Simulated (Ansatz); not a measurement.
# Tunnelling across a broken Tc chain: predicting one gap

Set-up. Ansatz 0.2.0, plane waves with PAW datasets at the program's default cutoffs, Fermi-Dirac smearing of 0.05 eV, chains in boxes 7.5 Å wide or more, moments seeded when the perfect chain is relaxed. PBE, no spin-orbit coupling; one bond is opened by s Å beyond its relaxed length, the other atoms of a straight cell of 12 kept, without spin, and the conductance taken at 300 K.

| run | G (G₀) | largest error term (%) | s | ln G |
| --- | --- | --- | --- | --- |
| +1.2 Å | 1.543 | 1 | 1.2 | 0.4338 |
| +1.8 Å | 0.9372 | 1 | 1.8 | −0.06481 |
| +2.5 Å | 0.4804 | 2 | 2.5 | −0.7332 |
| +3.3 Å | 0.1436 | 4 | 3.3 | −1.941 |

One run is withheld: run = +4.2 Å, with s = 4.2. Fit a straight line ln G = a + b × s to the 4 rows shown and predict it.

**Fit.** The means are 2.2 for s and −0.5762 for ln G. The sum of products of deviations is −2.763 and the sum of squares in s is 2.46, so b = −2.763 / 2.46 = −1.123 and a = −0.5762 − (−1.123) × 2.2 = 1.894. The residuals' standard deviation, with 2 degrees of freedom, is σ = 0.18.

**Prediction.** ln G = 1.894 + (−1.123) × 4.2 = −2.822, that is 0.0595 G₀. The run gave 0.0281 G₀ (ln G = −3.572), so the prediction less the run is +0.75. The standard error of a prediction there, σ√(1 + 1/4 + (4.2 − 2.2)²/2.46), is 0.31, and the miss is 2.4 times that, for a point outside the fitted range. With so few rows σ is itself uncertain.

**Limits.** Between neighbouring runs the slope of ln G lies between −1.81 and −0.83 per Å, so one exponential is an approximation; it is flattest at the narrowest gap, nearest to contact. Error terms (up to 6 %, withheld run included) bound how much a small miss can mean. Broken ends may want a moment where none was allowed. No image potential, spin-orbit coupling or relaxation; a bent or dimerised chain may be lower in energy. Series of this kind are told only where this holds: one magnetic state in all runs, error terms under 60 %, and the runs' own leads conduct as the perfect chain does. 36 of 42 did.
